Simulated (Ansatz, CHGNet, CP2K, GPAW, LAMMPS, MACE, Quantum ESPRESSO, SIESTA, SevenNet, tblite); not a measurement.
**Other levels on liquid 67SiO2-18Na2O-15SrO (mol %) at 3000 K (111 atoms)**

Density of this cell: 2.28 g/cm³. The cell holds 111 atoms: 26 Si, 14 Na, 6 Sr and 65 O. Cell: a = 12.399 Å, b = 12.399 Å, c = 12.399 Å, α = 90.0°, β = 90.0°, γ = 90.0°. 111 atoms (26 Si, 14 Na, 6 Sr, 65 O) placed at random at 2.73 g/cm³, melted at 4000 K for 10 ps at fixed volume with the Morse and Coulomb pair potential with partial charges (Pedone, Malavasi, Menziani, Cormack and Segre, J. Phys. Chem. B 110, 11780 (2006)). Snapshot at the end of a hold of 10 ps at 3000 K and zero pressure.

Geometry: as built.

The reference, a calculation:

| Item | Value |
| --- | --- |
| method | Kohn-Sham DFT, PBE, PAW, plane waves (Ansatz 0.2.0); cutoff 420 eV, Γ point, fermi-dirac smearing of 0.05 eV; PAW set soft_2 |
| r.m.s. force component | 3.415 eV/Å |
| longest force | 17 eV/Å |
| pressure | 4.402 GPa |
| gap (highest filled to lowest empty level) | 0.402 eV |
| SCF cycles | 13 |
| time | 45 s on 4 threads of Arm Neoverse V1, shared host |
| CPU time | 2.9 min |

**Question.** The same geometry is run in other programs. How far does each lie from the reference, and what does it cost?
- QE PBE, sssp-1.3.0-efficiency, 60/480 Ry (Quantum ESPRESSO 7.5; 4 MPI ranks)
- CP2K PBE, SZV-MOLOPT-SR, 1200/60 Ry, diagonalisation (CP2K 2026.2; 2 threads)
- MACE MP-0b2 small potential (MACE MP-0b2 small; 1 thread)
- CP2K PBE, DZVP-MOLOPT-SR, 1200/60 Ry, diagonalisation (CP2K 2026.2; 2 threads)
- SevenNet l3i5 potential (SevenNet l3i5; 1 thread)
- GPAW RPBE, LCAO dzp, h 0.18 Å (GPAW 26.7.0; 2 MPI ranks)
- GPAW PBE, LCAO dzp, h 0.18 Å (GPAW 26.7.0; 2 MPI ranks)
- QE PBE, gbrv-1.5, 40/200 Ry (Quantum ESPRESSO 7.5; 4 MPI ranks)
- CP2K PBE, DZVP-MOLOPT-SR, 420/60 Ry, diagonalisation (CP2K 2026.2; 2 threads)
- CHGNet 0.3.0 potential (CHGNet 0.3.0; 1 thread)

Differences are against the plane-wave reference, forces as r.m.s. over components; share is that over the reference's r.m.s. force, slope the least-squares factor from reference forces to these. Total energies of different programs have different zeros and aren't compared.

```csv
run,"Δ force, r.m.s. (meV/Å)",share (%),slope,Δ pressure (GPa),Δ gap (eV),cores,CPU time,memory (GiB)
reference,-,-,-,-,-,4,2.9 min,2.6
"QE PBE, sssp-1.3.0-efficiency, 60/480 Ry",87.4,2.56,1.022,0.278,-,4,29 min,6.7
"CP2K PBE, SZV-MOLOPT-SR, 1200/60 Ry, diagonalisation (coarse)",1533,44.9,1.276,16.2,-,2,14 min,15
MACE MP-0b2 small potential,210,6.15,1.005,0.167,-,1,7.8 s,0.67
"CP2K PBE, DZVP-MOLOPT-SR, 1200/60 Ry, diagonalisation",147,4.30,0.989,-0.0057,-,2,12 min,15
SevenNet l3i5 potential,164,4.80,0.998,-0.0673,-,1,12 s,1.5
"GPAW RPBE, LCAO dzp, h 0.18 Å",604,17.7,1.132,-,-0.0219,2,12 min,3.1
"GPAW PBE, LCAO dzp, h 0.18 Å",517,15.1,1.113,-,-0.0501,2,12 min,3.0
"QE PBE, gbrv-1.5, 40/200 Ry",56.5,1.65,1.013,0.267,-,4,14 min,2.8
"CP2K PBE, DZVP-MOLOPT-SR, 420/60 Ry, diagonalisation (coarse)",222,6.51,0.985,0.0655,-,2,5.5 min,3.6
CHGNet 0.3.0 potential,289,8.46,1.000,-0.212,-,1,5.4 s,1.2
```

Rows marked coarse were listed beforehand as settings not expected to be converged; some can still land near the reference.

Times of the machine-learned potentials are mostly Python's start and the loading of weights.

CPU time is summed over cores on a shared host, where runs went side by side, so it is rough. Symmetry, cutoffs, thresholds, outputs and thread counts weren't matched or tuned between programs; memory under MPI is the largest rank's times the ranks.

PBE on plane waves or a grid with other potentials, cutoffs or grids, coarse settings apart, differs from the reference by 1.7 % (QE PBE, gbrv-1.5, 40/200 Ry) to 2.6 % (QE PBE, sssp-1.3.0-efficiency, 60/480 Ry) of the r.m.s. force; this holds the reference's own error, so differences of a few per cent don't tell which side is nearer the exact PBE result (QE's 60 Ry are 816 eV, against the reference's 420 eV). The PBE runs in local orbitals, coarse settings apart, differ by 4.3 % (CP2K PBE, DZVP-MOLOPT-SR, 1200/60 Ry, diagonalisation) to 15 % (GPAW PBE, LCAO dzp, h 0.18 Å); basis, grid and potentials can all enter. Machine-learned potentials differ by 4.8 % (SevenNet l3i5 potential) to 8.5 % (CHGNet 0.3.0 potential); they were trained on other programs' data. Rows with another functional or a dispersion term differ by 18 % (GPAW RPBE, LCAO dzp, h 0.18 Å), which mixes the change of model with differences of basis and potentials. Machine-learned potentials mimic data converged in k, so the reference's own k-point error enters their differences. The network of bonds at the start is that of the classical potential that made the cell, and needn't be the one that DFT or experiment would give. The electronic-structure runs sample only Γ, in a cell whose shortest periodic width is 12 Å.

[Logs are printed without paths, hosts, clocks, repeated set-up lines and the standing remarks that a program may print on its own settings, such as how far it seeks lower states.]

[Hosts, paths, dates, database ids (printed as entryN), source tags and the programs' standing remarks are cut or masked in the printed files.]
